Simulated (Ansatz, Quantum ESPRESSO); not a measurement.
# 1T-SiO2, 1 layer in an electric field, part 3 of 6

Wanted: polarisability and gap of 1T-SiO2, 1 layer against a perpendicular field.

Quantum ESPRESSO 7.5; plane-wave DFT, PBEsol, GBRV ultrasoft pseudopotentials; geometry and cross-check by Ansatz 0.2.0 with PAW datasets.

So far. Step 3 (Self-consistent run: no field): The run needed 11 iterations to bring the estimated error under 1e-09 Ry; the largest force on any atom, held or free, is 0.22 eV/Å. Step 4 (Potential by pp.x): The vacuum is flat to 0.1 meV/Å, so its level is well defined. Inside the slab the curve depends on the local part of the pseudopotentials; only the vacuum level has a meaning of its own.

## 5. Bands along a path: no field

A bands run reads the converged density and follows the path given under K_POINTS.

f0.bands.in reads:

```
&control
  prefix = 'f0.bands'
  outdir = './out'
  pseudo_dir = './pseudo'
  calculation = 'bands'
  tefield = .true.
  dipfield = .true.
/
&system
  ibrav = 0
  nat = 3
  ntyp = 2
  ecutwfc = 40
  ecutrho = 200
  occupations = 'smearing'
  smearing = 'fd'
  degauss = 0.004
  edir = 3
  emaxpos = 0.97
  eopreg = 0.04
  eamp = 0.0
  nbnd = 14
/
&electrons
  conv_thr = 1e-07
  mixing_beta = 0.4
  electron_maxstep = 120
  mixing_mode = 'local-TF'
/
ATOMIC_SPECIES
  O   15.9990  o_pbesol_v1.2.uspp.F.UPF
  Si  28.0850  si_pbesol_v1.uspp.F.UPF
CELL_PARAMETERS angstrom
  2.69797419724083 0.00000000000000 -0.00000000000000
  -1.34898709862042 2.33651419356549 0.00000000000000
  -0.00000000000000 0.00000000000000 18.85903999990000
ATOMIC_POSITIONS crystal
  O   0.666666666667 0.333333333333 0.451438547694
  Si  0.000000000000 0.000000000000 0.500000008457
  O   0.333333333333 0.666666666667 0.548561443849
K_POINTS crystal_b
4
  0.0000000000 0.0000000000 0.0000000000 14
  0.5000000000 0.0000000000 0.0000000000 14
  0.3333333333 0.3333333333 0.0000000000 14
  0.0000000000 0.0000000000 0.0000000000 1
```

Launch:

```sh
> cp -r out/f0.save out/f0.bands.save
> cp out/f0.xml out/f0.bands.xml
> OMP_NUM_THREADS=1 mpirun -n 2 pw.x -nk 2 -in f0.bands.in > f0.bands.out
```

The program printed:

```text
[banner, memory and clock lines left out]
Program PWSCF v.7.5 starts

          URL

     Presently no symmetry can be used with electric field

     Atomic positions and unit cell read from directory:
     ./out/f0.bands.save/

     G-vector sticks info

     bravais-lattice index     =            0
     lattice parameter (alat)  =       5.0984  a.u.
     unit-cell volume          =     802.2734 (a.u.)^3
     number of atoms/cell      =            3
     number of atomic types    =            2
     number of electrons       =        16.00
     number of Kohn-Sham states=           14
     kinetic-energy cutoff     =      40.0000  Ry
     charge density cutoff     =     200.0000  Ry
     Exchange-correlation= SLA  PW   PSX  PSC
                           (   1   4  10   8   0   0   0)

     celldm(1)=   5.098432  celldm(2)=   0.000000  celldm(3)=   0.000000
     celldm(4)=   0.000000  celldm(5)=   0.000000  celldm(6)=   0.000000

     crystal axes: (cart. coord. in units of alat)
               a(1) = (   1.000000   0.000000  -0.000000 )
               a(2) = (  -0.500000   0.866025   0.000000 )
               a(3) = (  -0.000000   0.000000   6.990074 )

     reciprocal axes: (cart. coord. in units 2 pi/alat)
               b(1) = (  1.000000  0.577350  0.000000 )
               b(2) = ( -0.000000  1.154701 -0.000000 )
               b(3) = (  0.000000  0.000000  0.143060 )

     PseudoPot. # 1 for O  read from file:
     ./pseudo/o_pbesol_v1.2.uspp.F.UPF
     Pseudo is Ultrasoft + core correction, Zval =  6.0
     Generated by new atomic code, or converted to UPF format
     Using radial grid of  737 points,  5 beta functions with:
                l(1) =   0
                l(2) =   0
                l(3) =   1
                l(4) =   1
                l(5) =   2
     Q(r) pseudized with  8 coefficients,  rinner =    0.900   0.900   0.900
                                                       0.900   0.900

     PseudoPot. # 2 for Si read from file:
     ./pseudo/si_pbesol_v1.uspp.F.UPF
     Pseudo is Ultrasoft + core correction, Zval =  4.0
     Generated by new atomic code, or converted to UPF format
     Using radial grid of  899 points,  6 beta functions with:
                l(1) =   0
                l(2) =   0
                l(3) =   1
                l(4) =   1
                l(5) =   2
                l(6) =   2
     Q(r) pseudized with  8 coefficients,  rinner =    0.900   0.900   0.900
                                                       0.900   0.900

     atomic species   valence    mass     pseudopotential
     O                 6.00    15.99900     O ( 1.00)
     Si                4.00    28.08500     Si( 1.00)

     No symmetry found

   Cartesian axes

     site n.     atom                  positions (alat units)
         1        O      tau(   1) = (   0.5000000   0.2886751   3.1555890  )
         2        Si     tau(   2) = (   0.0000000   0.0000000   3.4950372  )
         3        O      tau(   3) = (  -0.0000000   0.5773503   3.8344852  )

     number of k points=    43  Fermi-Dirac smearing, width (Ry)=  0.0040
                       cart. coord. in units 2pi/alat
        k(    1) = (   0.0000000   0.0000000   0.0000000), wk =   0.0465116
        k(    2) = (   0.0357143   0.0206197   0.0000000), wk =   0.0465116
        k(    3) = (   0.0714286   0.0412393   0.0000000), wk =   0.0465116
        k(    4) = (   0.1071429   0.0618590   0.0000000), wk =   0.0465116
        k(    5) = (   0.1428571   0.0824786   0.0000000), wk =   0.0465116
        k(    6) = (   0.1785714   0.1030983   0.0000000), wk =   0.0465116
        k(    7) = (   0.2142857   0.1237179   0.0000000), wk =   0.0465116
        k(    8) = (   0.2500000   0.1443376   0.0000000), wk =   0.0465116
        k(    9) = (   0.2857143   0.1649572   0.0000000), wk =   0.0465116
        k(   10) = (   0.3214286   0.1855769   0.0000000), wk =   0.0465116
        k(   11) = (   0.3571429   0.2061965   0.0000000), wk =   0.0465116
        k(   12) = (   0.3928571   0.2268162   0.0000000), wk =   0.0465116
        k(   13) = (   0.4285714   0.2474358   0.0000000), wk =   0.0465116
        k(   14) = (   0.4642857   0.2680555   0.0000000), wk =   0.0465116
        k(   15) = (   0.5000000   0.2886751   0.0000000), wk =   0.0465116
        k(   16) = (   0.4880952   0.3092948   0.0000000), wk =   0.0465116
        k(   17) = (   0.4761905   0.3299144   0.0000000), wk =   0.0465116
        k(   18) = (   0.4642857   0.3505341   0.0000000), wk =   0.0465116
        k(   19) = (   0.4523810   0.3711537   0.0000000), wk =   0.0465116
        k(   20) = (   0.4404762   0.3917734   0.0000000), wk =   0.0465116
        k(   21) = (   0.4285714   0.4123930   0.0000000), wk =   0.0465116
        k(   22) = (   0.4166667   0.4330127   0.0000000), wk =   0.0465116
        k(   23) = (   0.4047619   0.4536324   0.0000000), wk =   0.0465116
        k(   24) = (   0.3928571   0.4742520   0.0000000), wk =   0.0465116
        k(   25) = (   0.3809524   0.4948717   0.0000000), wk =   0.0465116
        k(   26) = (   0.3690476   0.5154913   0.0000000), wk =   0.0465116
        k(   27) = (   0.3571429   0.5361110   0.0000000), wk =   0.0465116
        k(   28) = (   0.3452381   0.5567306   0.0000000), wk =   0.0465116
        k(   29) = (   0.3333333   0.5773503   0.0000000), wk =   0.0465116
        k(   30) = (   0.3095238   0.5361110   0.0000000), wk =   0.0465116
        k(   31) = (   0.2857143   0.4948717   0.0000000), wk =   0.0465116
        k(   32) = (   0.2619048   0.4536324   0.0000000), wk =   0.0465116
        k(   33) = (   0.2380952   0.4123930   0.0000000), wk =   0.0465116
        k(   34) = (   0.2142857   0.3711537   0.0000000), wk =   0.0465116
        k(   35) = (   0.1904762   0.3299144   0.0000000), wk =   0.0465116
        k(   36) = (   0.1666667   0.2886751   0.0000000), wk =   0.0465116
        k(   37) = (   0.1428571   0.2474358   0.0000000), wk =   0.0465116
        k(   38) = (   0.1190476   0.2061965   0.0000000), wk =   0.0465116
        k(   39) = (   0.0952381   0.1649572   0.0000000), wk =   0.0465116
        k(   40) = (   0.0714286   0.1237179   0.0000000), wk =   0.0465116
        k(   41) = (   0.0476190   0.0824786   0.0000000), wk =   0.0465116
        k(   42) = (   0.0238095   0.0412393   0.0000000), wk =   0.0465116
        k(   43) = (   0.0000000   0.0000000   0.0000000), wk =   0.0465116

     Dense  grid:    38441 G-vectors     FFT dimensions: (  24,  24, 162)

     Smooth grid:    27377 G-vectors     FFT dimensions: (  24,  24, 144)

     The potential is recalculated from file :
     ./out/f0.bands.save/charge-density

     negative rho (up, down):  5.091E-04 0.000E+00

[...]
k = 0.0714 0.0412 0.0000 (  3409 PWs)   bands (ev):

   -26.3203 -22.5770  -9.9249  -7.9584  -7.5550  -6.6364  -6.3283  -5.8426
     1.4570   3.0681   3.1808   3.4151   4.0483   4.7695

          k = 0.1071 0.0619 0.0000 (  3379 PWs)   bands (ev):

   -26.2097 -22.5336  -9.8888  -8.4736  -7.7035  -6.9535  -6.3230  -5.7012
     1.8094   3.2832   3.3560   3.6664   4.2030   4.9341

          k = 0.1429 0.0825 0.0000 (  3383 PWs)   bands (ev):

   -26.0570 -22.4773  -9.8675  -9.0515  -7.8822  -7.3146  -6.3317  -5.5949
     2.2224   3.5216   3.5973   3.9938   4.4161   5.1659

          k = 0.1786 0.1031 0.0000 (  3385 PWs)   bands (ev):

   -25.8646 -22.4129  -9.9611  -9.5826  -8.0762  -7.6589  -6.3576  -5.5309
     2.6453   3.7676   3.8971   4.3029   4.7137   5.4628

          k = 0.2143 0.1237 0.0000 (  3405 PWs)   bands (ev):

   -25.6355 -22.3465 -10.4392  -9.8102  -8.2738  -7.9198  -6.3995  -5.5091
     3.0182   3.9620   4.2501   4.5874   5.1038   5.8183

          k = 0.2500 0.1443 0.0000 (  3427 PWs)   bands (ev):

   -25.3742 -22.2861 -11.0441 -10.0034  -8.4657  -8.0436  -6.4537  -5.5274
     3.2428   4.0904   4.6629   4.9622   5.5402   6.2270

          k = 0.2857 0.1650 0.0000 (  3431 PWs)   bands (ev):

   -25.0862 -22.2406 -11.6294 -10.2766  -8.6446  -8.0277  -6.5150  -5.5834
     3.2394   4.2635   5.1460   5.4346   6.0089   6.6826

          k = 0.3214 0.1856 0.0000 (  3441 PWs)   bands (ev):

   -24.7793 -22.2198 -12.1614 -10.5940  -8.8045  -7.9118  -6.5778  -5.6740
     3.0923   4.4592   5.7028   5.9727   6.5174   7.1596

          k = 0.3571 0.2062 0.0000 (  3447 PWs)   bands (ev):

   -24.4636 -22.2320 -12.6195 -10.9093  -8.9410  -7.7378  -6.6370  -5.7946
     2.9078   4.6192   6.3295   6.5423   7.0603   7.5878

          k = 0.3929 0.2268 0.0000 (  3441 PWs)   bands (ev):

   -24.1541 -22.2817 -12.9882 -11.1880  -9.0506  -7.5367  -6.6879  -5.9381
     2.7371   4.7343   6.9995   7.0399   7.6012   7.9994

          k = 0.4286 0.2474 0.0000 (  3439 PWs)   bands (ev):

   -23.8734 -22.3632 -13.2568 -11.4054  -9.1306  -7.3350  -6.7269  -6.0915
     2.6038   4.8125   7.1894   7.7642   8.2314   8.5911

          k = 0.4643 0.2681 0.0000 (  3438 PWs)   bands (ev):

   -23.6606 -22.4510 -13.4196 -11.5435  -9.1792  -7.1682  -6.7513  -6.2268
     2.5200   4.8596   7.1949   8.5293   8.9421   9.2700

          k = 0.5000 0.2887 0.0000 (  3430 PWs)   bands (ev):

   -23.5765 -22.4924 -13.4740 -11.5908  -9.1956  -7.0974  -6.7597  -6.2867
     2.4915   4.8756   7.1847   9.1225   9.2257   9.8134

          k = 0.4881 0.3093 0.0000 (  3440 PWs)   bands (ev):

   -23.5717 -22.4919 -13.4695 -11.5847  -9.2312  -7.1323  -6.7462  -6.2731
     2.5269   4.9076   7.1938   9.1308   9.2269   9.8181

          k = 0.4762 0.3299 0.0000 (  3432 PWs)   bands (ev):

   -23.5572 -22.4906 -13.4560 -11.5664  -9.3337  -7.2267  -6.7148  -6.2353
     2.6317   5.0023   7.2215   9.1549   9.2300   9.8273

          k = 0.4643 0.3505 0.0000 (  3440 PWs)   bands (ev):

   -23.5331 -22.4889 -13.4342 -11.5363  -9.4913  -7.3658  -6.6769  -6.1815
     2.8002   5.1555   7.2677   9.1926   9.2338   9.8123

          k = 0.4524 0.3712 0.0000 (  3442 PWs)   bands (ev):

   -23.4999 -22.4875 -13.4050 -11.4948  -9.6888  -7.5402  -6.6363  -6.1207
     3.0240   5.3611   7.3328   9.2363   9.2387   9.7289

          k = 0.4405 0.3918 0.0000 (  3456 PWs)   bands (ev):

   -23.4576 -22.4873 -13.3698 -11.4426  -9.9105  -7.7429  -6.5935  -6.0613
     3.2911   5.6111   7.4175   9.2345   9.2826   9.6216

          k = 0.4286 0.4124 0.0000 (  3449 PWs)   bands (ev):

   -23.4069 -22.4894 -13.3307 -11.3810 -10.1416  -7.9671  -6.5478  -6.0089
     3.5871   5.8968   7.5224   9.2226   9.3060   9.5100

          k = 0.4167 0.4330 0.0000 (  3443 PWs)   bands (ev):

   -23.3483 -22.4953 -13.2904 -11.3115 -10.3685  -8.2050  -6.4988  -5.9675
     3.8944   6.2088   7.6481   9.1861   9.2897   9.4216

          k = 0.4048 0.4536 0.0000 (  3433 PWs)   bands (ev):

   -23.2824 -22.5067 -13.2520 -11.2365 -10.5790  -8.4486  -6.4464  -5.9392
     4.1945   6.5380   7.7939   9.1097   9.2301   9.3844

          k = 0.3929 0.4743 0.0000 (  3431 PWs)   bands (ev):

   -23.2101 -22.5252 -13.2193 -11.1599 -10.7615  -8.6886  -6.3906  -5.9253
     4.4683   6.8752   7.9564   9.0080   9.1367   9.3965

          k = 0.3810 0.4949 0.0000 (  3429 PWs)   bands (ev):

   -23.1322 -22.5528 -13.1957 -11.0870 -10.9064  -8.9146  -6.3318  -5.9262
     4.6992   7.2117   8.1264   8.9020   9.0189   9.4503

          k = 0.3690 0.5155 0.0000 (  3419 PWs)   bands (ev):

   -23.0498 -22.5912 -13.1832 -11.0261 -11.0063  -9.1138  -6.2704  -5.9421
     4.8762   7.5394   8.2872   8.8011   8.8829   9.5484

          k = 0.3571 0.5361 0.0000 (  3417 PWs)   bands (ev):

   -22.9640 -22.6423 -13.1811 -11.0578 -10.9882  -9.2712  -6.2070  -5.9728
     4.9960   7.8501   8.4165   8.7116   8.7325   9.6908

          k = 0.3452 0.5567 0.0000 (  3421 PWs)   bands (ev):

   -22.8762 -22.7075 -13.1851 -11.0618 -10.9850  -9.3715  -6.1422  -6.0179
     5.0619   8.1341   8.4834   8.5722   8.6507   9.8645

          k = 0.3333 0.5774 0.0000 (  3405 PWs)   bands (ev):

   -22.7879 -22.7878 -13.1882 -11.0231 -11.0230  -9.4051  -6.0768  -6.0767
     5.0818   8.3286   8.4586   8.4586   8.6404  10.0436

          k = 0.3095 0.5361 0.0000 (  3421 PWs)   bands (ev):

   -22.9962 -22.6152 -13.1604 -11.1939 -10.8449  -9.2906  -6.2320  -5.9471
     5.0210   7.9882   8.3061   8.5811   8.7995   9.6310

          k = 0.2857 0.4949 0.0000 (  3439 PWs)   bands (ev):

   -23.2661 -22.4589 -13.0463 -11.3931 -10.5780  -9.0190  -6.4284  -5.8244
     4.8807   7.5499   8.0441   8.4206   8.9130   9.2130

          k = 0.2619 0.4536 0.0000 (  3443 PWs)   bands (ev):

   -23.5876 -22.3311 -12.8210 -11.5302 -10.2664  -8.6707  -6.6509  -5.7143
     4.7074   7.0641   7.5493   8.2744   8.6541   8.7349

          k = 0.2381 0.4124 0.0000 (  3441 PWs)   bands (ev):

   -23.9451 -22.2415 -12.4821 -11.5593  -9.9454  -8.2899  -6.8789  -5.6216
     4.5292   6.5456   6.9058   7.7970   7.9915   8.2585

          k = 0.2143 0.3712 0.0000 (  3441 PWs)   bands (ev):

   -24.3207 -22.1954 -12.0418 -11.4607  -9.6472  -7.9047  -7.0864  -5.5493
     4.3565   6.0132   6.2247   7.0036   7.2377   7.8739

          k = 0.1905 0.3299 0.0000 (  3429 PWs)   bands (ev):

   -24.6969 -22.1921 -11.5218 -11.2304  -9.4021  -7.5369  -7.2418  -5.4988
     4.1732   5.4847   5.5812   6.2707   6.5450   7.3861

          k = 0.1667 0.2887 0.0000 (  3421 PWs)   bands (ev):

   -25.0586 -22.2254 -10.9564 -10.8763  -9.2268  -7.3161  -7.2051  -5.4704
     3.9207   4.9759   5.0322   5.6469   5.9180   6.8102

          k = 0.1429 0.2474 0.0000 (  3417 PWs)   bands (ev):

   -25.3930 -22.2852 -10.4154 -10.4105  -9.0882  -7.3001  -6.9239  -5.4648
     3.5348   4.5027   4.5799   5.1710   5.3418   6.2438

          k = 0.1190 0.2062 0.0000 (  3399 PWs)   bands (ev):

   -25.6901 -22.3598 -10.0162  -9.8714  -8.8592  -7.2126  -6.7019  -5.4858
     3.0430   4.0784   4.1605   4.7989   4.8301   5.7512

          k = 0.0952 0.1650 0.0000 (  3391 PWs)   bands (ev):

   -25.9424 -22.4376  -9.8721  -9.2745  -8.4456  -7.0771  -6.5401  -5.5412
     2.5151   3.7111   3.7764   4.2851   4.5437   5.3461

          k = 0.0714 0.1237 0.0000 (  3383 PWs)   bands (ev):

   -26.1440 -22.5087  -9.8735  -8.6619  -7.9865  -6.8957  -6.4324  -5.6421
     2.0026   3.3993   3.4598   3.8269   4.2899   5.0337

          k = 0.0476 0.0825 0.0000 (  3389 PWs)   bands (ev):

   -26.2907 -22.5652  -9.9139  -8.0832  -7.6456  -6.6616  -6.3692  -5.7933
     1.5571   3.1321   3.2276   3.4818   4.0899   4.8133

          k = 0.0238 0.0412 0.0000 (  3405 PWs)   bands (ev):

   -26.3798 -22.6012  -9.9491  -7.6175  -7.4693  -6.4377  -6.3438  -5.9670
     1.2443   2.9264   3.0867   3.2890   3.9633   4.6823

          k = 0.0000 0.0000 0.0000 (  3407 PWs)   bands (ev):

   -26.4097 -22.6136  -9.9624  -7.4182  -7.4182  -6.3444  -6.3444  -6.0554
     1.1302   2.8470   3.0395   3.2297   3.9202   4.6388

     XML data file, pseudopotentials, collected wavefunctions

                                        0.00s GPU  (    1371 calls)
[key lines of the parts left out:]
Dipole field          0.0000 Ry au,
```

The job ended after 15 s (2 MPI ranks of Arm Neoverse V2, shared host; peak memory 0.13 GiB).

This step gave:

- valence top, on the run's zero: -5.465 eV
- gap by band count: 6.595 eV

Band numbers count within the set of bands kept for display. Electronic bands along the path, in eV, zero at the highest filled level of the SCF mesh; v1 is the highest filled band, c1 the lowest empty one:

```csv
point,v4,v3,v2,v1,c1
Γ,-1.95,-0.87,-0.87,-0.59,6.60
halfway,-3.00,-2.57,-0.98,-0.06,8.71
M,-3.73,-1.63,-1.29,-0.82,7.96
halfway,-4.90,-2.73,-1.03,-0.50,9.36
K,-5.55,-3.93,-0.61,-0.61,10.55
halfway,-3.76,-1.85,-1.73,0.00,9.39
Γ,-1.95,-0.87,-0.87,-0.59,6.60
```

The electronic bands as a text plot (rows in eV):

```
   10.2 |                            ++++++++++++++
    9.4 |                         +++              +++
    8.6 |        +++++++        ++                    +++
    7.8 |     +++       ++++++++                         ++++
    7.1 |  +++                                               +++
    6.3 |++                                                     +
    5.5 |
    4.8 |
    4.0 |
    3.2 |
    2.4 |
    1.7 |
    0.9 |
    0.1 |    **********                       ***************
   -0.7 |***********   ***********************             ******
   -1.4 |  ***      ***************           ****************
   -2.2 |******************     ***              *******   ******
   -3.0 |    *  *******            ***        ***        *****
   -3.7 |     ***      *********      ********     ********
   -4.5 |************           ****          *****     *********
   -5.3 |        *** ***            **********      ****
   -6.1 |           *   **************    **********
   -6.8 |            ***                       ****
   -7.6 |               *****  ****************
         Γ                   M           K                      Γ
```

Along this path the valence top lies between K and Γ and the conduction bottom at Γ.

## 6. Ground state: field 0.1 V/Å

eamp is the field in Hartree atomic units (1 a.u. = 51.42 V/Å). With dipfield on, it is the field in the vacuum beside an isolated sheet. The run starts from the density of the one before.

f1.in reads:

```
&control
  prefix = 'f1'
  outdir = './out'
  pseudo_dir = './pseudo'
  calculation = 'scf'
  tprnfor = .true.
  tefield = .true.
  dipfield = .true.
/
&system
  ibrav = 0
  nat = 3
  ntyp = 2
  ecutwfc = 40
  ecutrho = 200
  occupations = 'smearing'
  smearing = 'fd'
  degauss = 0.004
  edir = 3
  emaxpos = 0.97
  eopreg = 0.04
  eamp = 0.00194469
/
&electrons
  conv_thr = 1e-09
  mixing_beta = 0.4
  electron_maxstep = 120
  mixing_mode = 'plain'
  startingpot = 'file'
/
ATOMIC_SPECIES
  O   15.9990  o_pbesol_v1.2.uspp.F.UPF
  Si  28.0850  si_pbesol_v1.uspp.F.UPF
CELL_PARAMETERS angstrom
  2.69797419724083 0.00000000000000 -0.00000000000000
  -1.34898709862042 2.33651419356549 0.00000000000000
  -0.00000000000000 0.00000000000000 18.85903999990000
ATOMIC_POSITIONS crystal
  O   0.666666666667 0.333333333333 0.451438547694
  Si  0.000000000000 0.000000000000 0.500000008457
  O   0.333333333333 0.666666666667 0.548561443849
K_POINTS automatic
  12 12 1 0 0 0
```

Launch:

```sh
> cp -r out/f0.save out/f1.save
> OMP_NUM_THREADS=1 mpirun -n 2 pw.x -nk 2 -in f1.in > f1.out
```

The program printed:

```text
[banner, memory and clock lines left out]
Program PWSCF v.7.5 starts
[...]
number of electrons       =        16.00
     number of Kohn-Sham states=           12
     kinetic-energy cutoff     =      40.0000  Ry
     charge density cutoff     =     200.0000  Ry
[...]
number of k points=    74  Fermi-Dirac smearing, width (Ry)=  0.0040
[...]
Dense  grid:    38441 G-vectors     FFT dimensions: (  24,  24, 162)
[...]
The initial density is read from file :
[...]
negative rho (up, down):  5.091E-04 0.000E+00
[...]
Starting wfcs are   12 randomized atomic wfcs
[...]
negative rho (up, down):  5.091E-04 0.000E+00
[...]
estimated scf accuracy    <       0.00029897 Ry
[...]
negative rho (up, down):  5.092E-04 0.000E+00
[...]
estimated scf accuracy    <       0.00012084 Ry
[...]
negative rho (up, down):  5.092E-04 0.000E+00
[...]
estimated scf accuracy    <       0.00000081 Ry
[...]
negative rho (up, down):  5.091E-04 0.000E+00
[...]
estimated scf accuracy    <       0.00000050 Ry
[...]
negative rho (up, down):  5.091E-04 0.000E+00
[...]
estimated scf accuracy    <       0.00000003 Ry
[...]
negative rho (up, down):  5.091E-04 0.000E+00
[...]
estimated scf accuracy    <       0.00000001 Ry
[...]
negative rho (up, down):  5.090E-04 0.000E+00
[...]
Computed dipole along edir(3) :
        Dipole                0.0179 Ry au,          0.0456 Debye
        Dipole field          0.0003 Ry au,
        E field amplitude [Ha a.u.]:  1.9447E-03
        Potential amp.        0.1138 Ry
        Total length         34.2129 bohr
[...]
the Fermi energy is    -4.0246 ev
!    total energy              =     -74.30029950 Ry
     estimated scf accuracy    <          5.9E-11 Ry
     smearing contrib. (-TS)   =      -0.00000000 Ry
     internal energy E=F+TS    =     -74.30029950 Ry
[...]
one-electron contribution =    -598.68426014 Ry
     hartree contribution      =     303.13940566 Ry
     xc contribution           =     -19.07618459 Ry
     ewald contribution        =     240.32080428 Ry
     electric field correction =      -0.00006471 Ry
     convergence has been achieved in   7 iterations
     negative rho (up, down):  5.090E-04 0.000E+00
[...]
Total force =     0.012663     Total SCF correction =     0.000024
[...]
```

Wall time 24 s (2 MPI ranks); peak memory 0.23 GiB.

Read from the output:

```
free energy                          : -1010.9071 eV
Fermi energy                         : -4.025 eV
dipole along the normal              : 0.009494 e·Å
valence top, on the run's zero       : -5.454 eV
conduction bottom, on the run's zero : 1.144 eV
gap by band count                    : 6.598 eV
```

The dipole goes from 0.0000 to 0.0095 e Å, 0.0949 e Å per V/Å.

(Continued in part 4 of 6.)

[Logs are printed without paths, hosts, clocks, repeated set-up lines and the standing remarks that a program may print on its own settings, such as how far it seeks lower states.]

[Hosts, paths, dates, database ids (printed as entryN), source tags and the programs' standing remarks are cut or masked in the printed files.]

[Maps of the electrostatic potential energy from Ansatz leave out the sawtooth potential of an applied field or a dipole correction, so their vacuum need not be flat; planar profiles and work functions include it.]
